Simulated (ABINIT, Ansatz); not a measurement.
**A GW run on K2NaScF6 (Fm-3m) in ABINIT, with inputs changed**

A base run on K2NaScF6 (Fm-3m), then changed inputs.

Main program and level: ABINIT 10.8.3; LDA and many-body steps on it, plane waves.

### Step 1. Starting point

It takes space group Fm-3m (No. 225, cubic). Conventional cell: a = 8.472 Å, b = 8.472 Å, c = 8.472 Å, α = 90.00°, β = 90.00°, γ = 90.00°. Nearest to K lie 12 F at 3.00 Å. Nearest to Na lie 6 F at 2.25 Å. Nearest to Sc lie 6 F at 1.98 Å. Nearest to F lie 1 Sc at 1.98 Å and 1 Na at 2.25 Å and 4 K at 3.00 Å. Farther neighbours and most contacts between anions are not listed.

The cell and positions come from the Crystallography Open Database and are kept as given unless a step says otherwise.

### Step 2. Screening, 2×2×2 mesh, 225 bands, screening to 141.5 eV

This step: ABINIT 10.8.3; RPA screening on LDA, plane waves, norm-conserving pseudopotentials.

The RPA dielectric matrix is built and inverted for each q.

File run.abi:

```
acell 3*1.0 Angstrom
rprim 
  -0.000000000000 4.235850000000 4.235850000000
  4.235850000000 -0.000000000000 4.235850000000
  4.235850000000 4.235850000000 -0.000000000000
ntypat 4
znucl 19 11 21 9
natom 10
typat 1 1 2 3 4 4 4 4 4 4
xred 
  0.250000000000 0.250000000000 0.250000000000
  0.750000000000 0.750000000000 0.750000000000
  0.500000000000 0.500000000000 0.500000000000
  0.000000000000 0.000000000000 0.000000000000
  0.765800000000 0.234200000000 0.234200000000
  0.234200000000 0.765800000000 0.234200000000
  0.234200000000 0.765800000000 0.765800000000
  0.765800000000 0.234200000000 0.765800000000
  0.234200000000 0.234200000000 0.765800000000
  0.765800000000 0.765800000000 0.234200000000
pp_dirpath "pseudos"
pseudos "K.upf, Na.upf, Sc.upf, F.upf"
ecut 38
ngkpt 2 2 2
nshiftk 1
shiftk 0 0 0
kptopt 1
chksymbreak 0
istwfk *1
occopt 1
irdwfk 1
optdriver 3
nband 225
ecuteps 5.2
inclvkb 2
awtr 1
symchi 1
indata_prefix "in"
outdata_prefix "out"
tmpdata_prefix "tmp"
```

Command:

```
> OMP_NUM_THREADS=1 mpirun -n 4 abinit run.abi > log
```

What it wrote:

```text
.Version 10.8.3 of ABINIT. v10.8.2 released Aug 2026.

 Symmetries : space group Fm -3 m (#225); Bravais cF (face-center cubic)
[... echo of the input left out ...]
== DATASET  1 ==================================================================
-   mpi_nproc: 4, omp_nthreads: 1 (-1 if OMP is not activated)

--- !DatasetInfo
iteration_state: {dtset: 1, }
dimensions: {natom: 10, nkpt: 3, mband: 225, nsppol: 1, nspinor: 1, nspden: 1, mpw: 11575, }
cutoff_energies: {ecut:  38.0, pawecutdg:  -1.0, }
electrons: {nelect:   8.00000000E+01, charge:   0.00000000E+00, occopt:   1.00000000E+00, tsmear:   1.00000000E-02, }

 SCREENING: Calculation of the susceptibility and dielectric matrices

 Based on a program developped by R.W. Godby, V. Olevano, G. Onida, and L. Reining.
 Incorporated in ABINIT by V. Olevano, G.-M. Rignanese, and M. Torrent.
.Using double precision arithmetic ; gwpc =  8

[... cell and pseudopotentials left out ...]
--------------------------------------------------------------------------------

 ==== K-mesh for the wavefunctions ====
 Number of points in the irreducible wedge :     3
[... list of points left out ...]
 Together with 48 symmetry operations and time-reversal symmetry
 yields     8 points in the full Brillouin Zone.

 ==== Q-mesh for the screening function ====
 Number of points in the irreducible wedge :     3
[... list of points left out ...]
 Together with 48 symmetry operations and time-reversal symmetry
 yields     8 points in the full Brillouin Zone.

 setmesh: FFT mesh size selected  =    45x   45x   45
          total number of points  =        91125

 vcoul_init : cutoff-mode = AUXILIARY_FUNCTION
 q-points for optical limit:   1
     1)      0.000010    0.000020    0.000030

- screening: taking advantage of time-reversal symmetry
- Maximum band index for partially occupied states nbvw = 40
- Remaining bands to be divided among processors   nbcw = 185
- Number of bands treated by each node ~46

 Number of electrons calculated from density =   80.0000; Expected =   80.0000
 average of density, n =  0.077990
 r_s =    1.4520
 omega_plasma =   26.9387 [eV]

 calculating chi0 at frequencies [eV] :
  1    0.000000E+00    0.000000E+00
  2    0.000000E+00    2.693869E+01

--------------------------------------------------------------------------------
  q-point number  1        q = ( 0.000000, 0.000000, 0.000000) [r.l.u.]
--------------------------------------------------------------------------------
[... chi0 elements left out ...]
 For q-point:  0.000010 0.000020 0.000030
  dielectric constant =   2.0606
  dielectric constant without local fields =   2.2748

  Average fulfillment of the sum rule on Im[epsilon] for q-point    1 :     50.90  [%]
[... wings left out ...]
  q-point number  2        q = ( 0.500000, 0.000000, 0.000000) [r.l.u.]
--------------------------------------------------------------------------------
[... chi0 elements left out ...]
  Average fulfillment of the sum rule on Im[epsilon] for q-point    2 :     55.02  [%]

 [... 1 further q-points ...]
```

Wall time 2 min (4 MPI ranks of Arm Neoverse V1, shared host); peak memory 2.6 GiB; 7.9 min of CPU time.

This step gave:

```yaml
eps_infinity_with_local_fields_on_this_mesh_along_the_program_s_q_direction: 2.061
the_same_without_local_fields: 2.275
plasma_frequency: 26.94 eV
plane_waves_in_the_screening_matrix: 561
```

Local fields lower ε∞ by 9 %. On a Γ-centred mesh this coarse the value itself is usually too large, while a short band sum pulls it down.

### Step 3. Base

The self-energy is evaluated for the states that the input lists, and the levels follow from it, in one-shot runs by the linearised quasiparticle equation.

This step: G0W0 on LDA, plane waves, norm-conserving pseudopotentials.

run.abi, as its differences from that of step 2:

```diff
@@ -31,8 +31,15 @@
 irdwfk 1
-optdriver 3
+optdriver 4
 nband 225
+gwcalctyp 0
+ecutsigx 38
+symsigma 1
+nkptgw 1
+kptgw 
+  0.0000000000 0.0000000000 0.0000000000
+bdgw 
+  38 44
 ecuteps 5.2
-inclvkb 2
-awtr 1
-symchi 1
+irdscr 1
+ppmodel 1
 indata_prefix "in"
```

What it wrote:

```text
.Version 10.8.3 of ABINIT. v10.8.2 released Aug 2026.

 Symmetries : space group Fm -3 m (#225); Bravais cF (face-center cubic)
[... echo of the input left out ...]
== DATASET  1 ==================================================================
-   mpi_nproc: 4, omp_nthreads: 1 (-1 if OMP is not activated)

--- !DatasetInfo
iteration_state: {dtset: 1, }
dimensions: {natom: 10, nkpt: 3, mband: 225, nsppol: 1, nspinor: 1, nspden: 1, mpw: 11575, }
cutoff_energies: {ecut:  38.0, pawecutdg:  -1.0, }
electrons: {nelect:   8.00000000E+01, charge:   0.00000000E+00, occopt:   1.00000000E+00, tsmear:   1.00000000E-02, }

 SIGMA: Calculation of the GW corrections

 Based on a program developped by R.W. Godby, V. Olevano, G. Onida, and L. Reining.
 Incorporated in ABINIT by V. Olevano, G.-M. Rignanese, and M. Torrent.
.Using double precision arithmetic ; gwpc =  8

[... cell and pseudopotentials left out ...]
--------------------------------------------------------------------------------

 ==== K-mesh for the wavefunctions ====
 Number of points in the irreducible wedge :     3
[... list of points left out ...]
 Together with 48 symmetry operations and time-reversal symmetry
 yields     8 points in the full Brillouin Zone.

 ==== Q-mesh for screening function ====
 Number of points in the irreducible wedge :     3
[... list of points left out ...]
 Together with 48 symmetry operations and time-reversal symmetry
 yields     8 points in the full Brillouin Zone.

 vcoul_init : cutoff-mode = AUXILIARY_FUNCTION
 q-points for optical limit:   1
     1)      0.000010    0.000020    0.000030
 setmesh: FFT mesh size selected  =    64x   64x   64
          total number of points  =       262144

 Number of electrons calculated from density =   80.0000; Expected =   80.0000
 average of density, n =  0.077990
 r_s =    1.4520
 omega_plasma =   26.9387 [eV]

 === KS Band Gaps ===
  >>>> For spin  1
   Minimum direct gap =   6.6506 [eV], located at k-point      :   0.0000  0.0000  0.0000
   Fundamental gap    =   6.6506 [eV], Top of valence bands at :   0.0000  0.0000  0.0000
                                       Bottom of conduction at :   0.0000  0.0000  0.0000
 SIGMA fundamental parameters:
 PLASMON POLE MODEL  1
 number of plane-waves for SigmaX                11575
 number of plane-waves for SigmaC and W            561
 number of plane-waves for wavefunctions         11575
 number of bands                                   225
 number of independent spin polarizations            1
 number of spinorial components                      1
 number of k-points in IBZ                           3
 number of q-points in IBZ                           3
 number of symmetry operations                      48
 number of k-points in BZ                            8
 number of q-points in BZ                            8
 number of frequencies for dSigma/dE                 9
 frequency step for dSigma/dE [eV]                0.25
 number of omega for Sigma on real axis              0
 max omega for Sigma on real axis  [eV]           0.00
 zcut for avoiding poles [eV]                     0.10

 EPSILON^-1 parameters (SCR file):
 dimension of the eps^-1 matrix on file            561
 dimension of the eps^-1 matrix used               561
 number of plane-waves for wavefunctions         11575
 number of bands                                   225
 number of q-points in IBZ                           3
 number of frequencies                               2
 number of real frequencies                          1
 number of imag frequencies                          1

 matrix elements of self-energy operator (all in [eV])

 Perturbative Calculation

--- !SelfEnergy_ee
iteration_state: {dtset: 1, }
kpoint     : [   0.000,    0.000,    0.000, ]
spin       : 1
KS_gap     :    6.651
QP_gap     :   10.407
Delta_QP_KS:    3.756
data: !SigmaeeData |
     Band     E0 <VxcDFT>   SigX SigC(E0)      Z dSigC/dE  Sig(E)    E-E0       E
       38  -0.630 -22.370 -29.691   5.105   0.809  -0.236 -24.163  -1.793  -2.424
       39  -0.630 -22.370 -29.691   5.105   0.809  -0.236 -24.163  -1.793  -2.424
       40  -0.630 -22.370 -29.691   5.105   0.809  -0.236 -24.163  -1.793  -2.424
       41   6.020  -9.648  -4.723  -2.735   0.896  -0.116  -7.685   1.963   7.983
       42   6.774 -18.434 -10.215  -3.841   0.834  -0.199 -14.782   3.652  10.426
       43   6.774 -18.434 -10.215  -3.841   0.834  -0.199 -14.782   3.652  10.426
       44   6.774 -18.434 -10.215  -3.841   0.834  -0.199 -14.782   3.652  10.426

== END DATASET(S) ==============================================================
================================================================================

 -outvars: echo values of variables after computation  --------
           etotal      0.0000000000E+00
            nband         225
             nkpt           3
          spgroup         225
 [... the other variables as echoed above ...]

 Calculation completed.
```

Run time: 24 s. Hardware: 4 MPI ranks; peak memory 1.9 GiB.

Numbers from this step:

| Item | Value |
| --- | --- |
| G0W0 gap on the points computed | 10.41 eV |
| starting gap on the mesh | 6.651 eV |
| k of the valence top | 0, 0, 0 |
| k of the conduction bottom | 0, 0, 0 |
| Z at the valence top | 0.809 |
| Z at the conduction bottom | 0.896 |
| least direct G0W0 gap on the computed points | 10.41 eV |

The gap on the mesh goes from 6.65 eV to 10.41 eV, a correction of +3.76 eV.

### Step 4. Exchange cutoff

run.abi, as its differences from that of step 3:

```diff
@@ -34,3 +34,3 @@
 gwcalctyp 0
-ecutsigx 38
+ecutsigx 76
 symsigma 1
```

What it wrote:

```text
.Version 10.8.3 of ABINIT. v10.8.2 released Aug 2026.

 Symmetries : space group Fm -3 m (#225); Bravais cF (face-center cubic)
[... echo of the input left out ...]
== DATASET  1 ==================================================================
-   mpi_nproc: 4, omp_nthreads: 1 (-1 if OMP is not activated)

--- !DatasetInfo
iteration_state: {dtset: 1, }
dimensions: {natom: 10, nkpt: 3, mband: 225, nsppol: 1, nspinor: 1, nspden: 1, mpw: 11575, }
cutoff_energies: {ecut:  38.0, pawecutdg:  -1.0, }
electrons: {nelect:   8.00000000E+01, charge:   0.00000000E+00, occopt:   1.00000000E+00, tsmear:   1.00000000E-02, }

 SIGMA: Calculation of the GW corrections

 Based on a program developped by R.W. Godby, V. Olevano, G. Onida, and L. Reining.
 Incorporated in ABINIT by V. Olevano, G.-M. Rignanese, and M. Torrent.
.Using double precision arithmetic ; gwpc =  8

[... cell and pseudopotentials left out ...]
--------------------------------------------------------------------------------

 ==== K-mesh for the wavefunctions ====
 Number of points in the irreducible wedge :     3
[... list of points left out ...]
 Together with 48 symmetry operations and time-reversal symmetry
 yields     8 points in the full Brillouin Zone.

 ==== Q-mesh for screening function ====
 Number of points in the irreducible wedge :     3
[... list of points left out ...]
 Together with 48 symmetry operations and time-reversal symmetry
 yields     8 points in the full Brillouin Zone.

 vcoul_init : cutoff-mode = AUXILIARY_FUNCTION
 q-points for optical limit:   1
     1)      0.000010    0.000020    0.000030
 setmesh: FFT mesh size selected  =    75x   75x   75
          total number of points  =       421875

 Number of electrons calculated from density =   80.0000; Expected =   80.0000
[...]
number of q-points in BZ                            8
 number of frequencies for dSigma/dE                 9
 frequency step for dSigma/dE [eV]                0.25
 number of omega for Sigma on real axis              0
 max omega for Sigma on real axis  [eV]           0.00
 zcut for avoiding poles [eV]                     0.10

 EPSILON^-1 parameters (SCR file):
 dimension of the eps^-1 matrix on file            561
 dimension of the eps^-1 matrix used               561
 number of plane-waves for wavefunctions         11575
 number of bands                                   225
 number of q-points in IBZ                           3
 number of frequencies                               2
 number of real frequencies                          1
 number of imag frequencies                          1

 matrix elements of self-energy operator (all in [eV])

 Perturbative Calculation

--- !SelfEnergy_ee
iteration_state: {dtset: 1, }
kpoint     : [   0.000,    0.000,    0.000, ]
spin       : 1
KS_gap     :    6.651
QP_gap     :   10.412
Delta_QP_KS:    3.761
data: !SigmaeeData |
     Band     E0 <VxcDFT>   SigX SigC(E0)      Z dSigC/dE  Sig(E)    E-E0       E
       38  -0.630 -22.370 -29.697   5.105   0.809  -0.236 -24.168  -1.798  -2.429
       39  -0.630 -22.370 -29.697   5.105   0.809  -0.236 -24.168  -1.798  -2.429
       40  -0.630 -22.370 -29.697   5.105   0.809  -0.236 -24.168  -1.798  -2.429
       41   6.020  -9.648  -4.723  -2.735   0.896  -0.116  -7.685   1.963   7.983
       42   6.774 -18.434 -10.217  -3.841   0.834  -0.199 -14.783   3.651  10.425
       43   6.774 -18.434 -10.217  -3.841   0.834  -0.199 -14.783   3.651  10.425
       44   6.774 -18.434 -10.217  -3.841   0.834  -0.199 -14.783   3.651  10.425

== END DATASET(S) ==============================================================
================================================================================

 -outvars: echo values of variables after computation  --------
           etotal      0.0000000000E+00
            nband         225
             nkpt           3
          spgroup         225
 [... the other variables as echoed above ...]

 Calculation completed.
```

It took 26 s on 4 MPI ranks; peak memory 2.3 GiB.

Numbers from this step:

- G0W0 gap on the points computed: 10.41 eV
- starting gap on the mesh: 6.651 eV
- k of the valence top: 0, 0, 0
- k of the conduction bottom: 0, 0, 0
- Z at the valence top: 0.809
- Z at the conduction bottom: 0.896
- least direct G0W0 gap on the computed points: 10.41 eV

### Step 5. A keyword of another program

run.abi, as its differences from that of step 4:

```diff
@@ -34,3 +34,3 @@
 gwcalctyp 0
-ecutsigx 76
+ecutsigx 38
 symsigma 1
@@ -44,2 +44,3 @@
 ppmodel 1
+ecut_chi 100
 indata_prefix "in"
```

What it wrote:

```text
.Version 10.8.3 of ABINIT. v10.8.2 released Aug 2026.

 Symmetries : space group Fm -3 m (#225); Bravais cF (face-center cubic)
================================================================================
 Values of the parameters that define the memory need of the present run
     intxc =       0    ionmov =       0      iscf =       7    lmnmax =       6
     lnmax =       6     mgfft =      64  mpssoang =       3    mqgrid =    3001
     natom =      10  nloc_mem =       1    nspden =       1   nspinor =       1
    nsppol =       1      nsym =      48    n1xccc =    2501    ntypat =       4
    occopt =       1   xclevel =       1
-    mband =         225        mffmem =           1         mkmem =           1
       mpw =       11575          nfft =      262144          nkpt =           3
================================================================================
  Rough estimation (10% accuracy) of disk space for files :
================================================================================

--------------------------------------------------------------------------------
------------- Echo of variables that govern the present computation ------------
--------------------------------------------------------------------------------
 -outvars: echo values of preprocessed input variables --------
            acell      1.8897261259E+00  1.8897261259E+00  1.8897261259E+00 Bohr

             bdgw          38      44
      chksymbreak           0
             ecut      3.80000000E+01 Hartree
          ecuteps      5.20000000E+00 Hartree
         ecutsigx      3.80000000E+01 Hartree
          ecutwfn      3.80000000E+01 Hartree
-          fftalg         312
           irdscr           1
           irdwfk           1

              ixc       -1012
[...]
npwwfn       11575
             nsym          48
           ntypat           4
              occ      2.000000  2.000000  2.000000  2.000000  2.000000  2.000000
                       2.000000  2.000000  2.000000  2.000000  2.000000  2.000000
                       2.000000  2.000000  2.000000  2.000000  2.000000  2.000000
                       2.000000  2.000000  2.000000  2.000000  2.000000  2.000000
[...]
0.000000  0.000000  0.000000  0.000000  0.000000  0.000000
   [... 27 further rows ...]
                       0.000000  0.000000  0.000000  0.000000  0.000000  0.000000
                       0.000000  0.000000  0.000000
        optdriver           4
            rprim     -0.0000000000E+00  4.2358500000E+00  4.2358500000E+00
[...]
spgroup         225

             xred      2.5000000000E-01  2.5000000000E-01  2.5000000000E-01
[...]
2.3420000000E-01  2.3420000000E-01  7.6580000000E-01
                       7.6580000000E-01  7.6580000000E-01  2.3420000000E-01
            znucl       19.00000   11.00000   21.00000    9.00000

================================================================================

 chkinp: Checking input parameters for consistency.

--- !ERROR
message: |
    Found token: `ECUT_CHI` in the input file.
    This name is not one of the registered input variable names (see
    Action: check your input file. Perhaps you mistyped the input variable,
    or specified "img", although this was not permitted for this input variable.

--- !ERROR
message: |
    Found token: `ECUT_CHI` in the input file.
    This name is not one of the registered input variable names (see
    Action: check your input file. Perhaps you mistyped the input variable,
    or specified "img", although this was not permitted for this input variable.

--- from the log ---
Found token: `ECUT_CHI` in the input file.
    This name is not one of the registered input variable names (see
    Action: check your input file. Perhaps you mistyped the input variable,
    or specified "img", although this was not permitted for this input variable.
```

It took 0.8 s on 4 MPI ranks; peak memory 0.05 GiB.

The run stopped with an error after 0.8 s.

The program's words: Found token: `ECUT_CHI` in the input file. This name is not one of the registered input variable names (see Action: check your input file. Perhaps you mistyped the input variable, or specified "img", although this was not permitted for this input variable.

The fault put into this input: a keyword of another program.

### Step 6. Side by side

Times are wall times on 4 MPI ranks of Arm Neoverse V1, shared host, good to a factor of about two. A run's time includes the screening step that it read.

| run | mesh | bands | screening cutoff (eV) | DFT gap (eV) | gap on the mesh (eV) | direct (eV) | ε∞ used | time |
| --- | --- | --- | --- | --- | --- | --- | --- | --- |
| base | 2×2×2 | 225 | 141.5 | 6.651 | 10.407 | 10.407 | 2.06 | 2.4 min |
| exchange cutoff | 2×2×2 | 225 | 141.5 | 6.651 | 10.412 | 10.412 | 2.06 | 2.4 min |

### Step 7. Outcome

* base: 10.407 eV
* exchange cutoff: 10.412 eV
* known limits: not at the basis limit; coarse k mesh

In words: Exchange cutoff: +0.005 eV against base (keys changed: ecutsigx). Bands and cutoff are finite, so the gap is not at the basis limit. The miss can reach some tenths of an eV and take either sign; the mesh is an error of its own. In the G0W0 runs levels were corrected at 1 k point alone, so a gap called «on the mesh» is the least over those, and an edge elsewhere would be missed. The 2×2×2 mesh is coarse for this cell, which bears on the long-range parts of exchange and screening.

[Paths, hosts, dates, memory and timing lines, banners, echoed tables and standing remarks are left out of the program output.]

[Logs are printed without paths, hosts, clocks, repeated set-up lines and the standing remarks that a program may print on its own settings, such as how far it seeks lower states.]

[Runs of the session that timed out or met a known fault of the program may be left out.]

[Hosts, paths, dates, database ids (printed as entryN), source tags and the programs' standing remarks are cut or masked in the printed files.]

[G0W0 gaps are taken among the corrected bands and points alone; a level outside them can change the order at an edge.]

[Where Ansatz stands beside ABINIT at settings called matched, ABINIT's density can come from a denser mesh and the files from another edition; pairs whose starting gaps differed by over 0.03 eV were left out, so agreement reads better than it is.]
